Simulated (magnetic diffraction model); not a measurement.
## Moment size from magnetic intensity in Ce6PdPt7

Space group P-1 (no. 2), a = 5.7560 Å, b = 7.8919 Å, c = 8.0600 Å, α = 114.84°, β = 103.51°, γ = 102.66°.

```
site  atom       x       y       z
  2i    Pt  0.5557  0.3226  0.4934
  2i    Pt  0.0552  0.5103  0.8275
  2i    Pt  0.2198  0.1535  0.6676
  1a    Pt       0       0       0
  2i    Ce  0.2809  0.8740  0.2509
  2i    Ce  0.0212  0.7470  0.6201
  2i    Ce  0.4091  0.3808  0.1262
  1d    Pd     1/2       0       0
```

The compound is invented for this exercise: a known structure type with other elements, its cell scaled to their sizes and not relaxed.

Only Ce is taken to order (form factors of Ce3+); orders and moment sizes are assumed, and not adapted to the symmetry. Radiation: neutrons of λ = 2.52 Å, 3° to 40°; isotropic B of 0.34 Å² (Pt), 0.56 Å² (Ce) and 0.4 Å² (Pd). Simulated constant-wavelength pattern: nuclear and magnetic terms add, the magnetic one as |2.695 fm × Σ f S⊥ exp(2πi Q·r) exp(−B s²)|², summed over all Q at one angle with the factor 1/(sin²θ cos θ). For collinear order S is the moment m, which repeats by lattice and centring translations R with the sign exp(−2πi k·R). Free-ion form factors, Sears's scattering lengths of 1992, no absorption; a label names one of the reflections at its angle. The strongest nuclear line in the range is 100, and lines under 0.2 are left out.

In a first state the assumed order is k = (0 0 0), collinear moments along [111], 1.6 μB on Ce; signs + at (0.2809, 0.8740, 0.2509), + at (0.0212, 0.7470, 0.6201), − at (0.4091, 0.3808, 0.1262), + at (0.7191, 0.1260, 0.7491), + at (0.9788, 0.2530, 0.3799), − at (0.5909, 0.6192, 0.8738), with this pattern:

| 2θ (°) | index | nuclear | magnetic |
| --- | --- | --- | --- |
| 21.35 | (0 0 1) | 23.9 | 50.3 |
| 21.62 | (0 1 -1) | 8.8 | 0.0 |
| 21.73 | (0 1 0) | 3.0 | 51.1 |
| 27.92 | (1 0 0) | 33.5 | 75.4 |
| 28.27 | (1 0 -1) | 21.4 | 6.6 |
| 28.61 | (1 -1 0) | 15.6 | 177.7 |
| 35.55 | (1 1 -1) | 33.5 | 80.9 |
| 35.62 | (1 -1 1) | 19.6 | 2.3 |
| 36.33 | (-1 1 1) | 35.4 | 14.3 |
| 37.52 | (0 1 -2) | 100.0 | 113.5 |
| 37.73 | (0 1 1) | 59.1 | 1.9 |
| 38.21 | (0 2 -1) | 54.2 | 2.5 |

**Question.** Nearer the ordering temperature the line at 28.61° has total intensity 144.0 on the same scale, and all moments have shrunk alike. How large is the Ce moment?

The nuclear part, 15.6, stays, so the magnetic part is 128.4 against 177.7. It goes as m², so m = 1.6 × √(128.4/177.7) = 1.36 μB; the value used was 1.36 μB.

[Logs are printed without paths, hosts, clocks, repeated set-up lines and the standing remarks that a program may print on its own settings, such as how far it seeks lower states.]
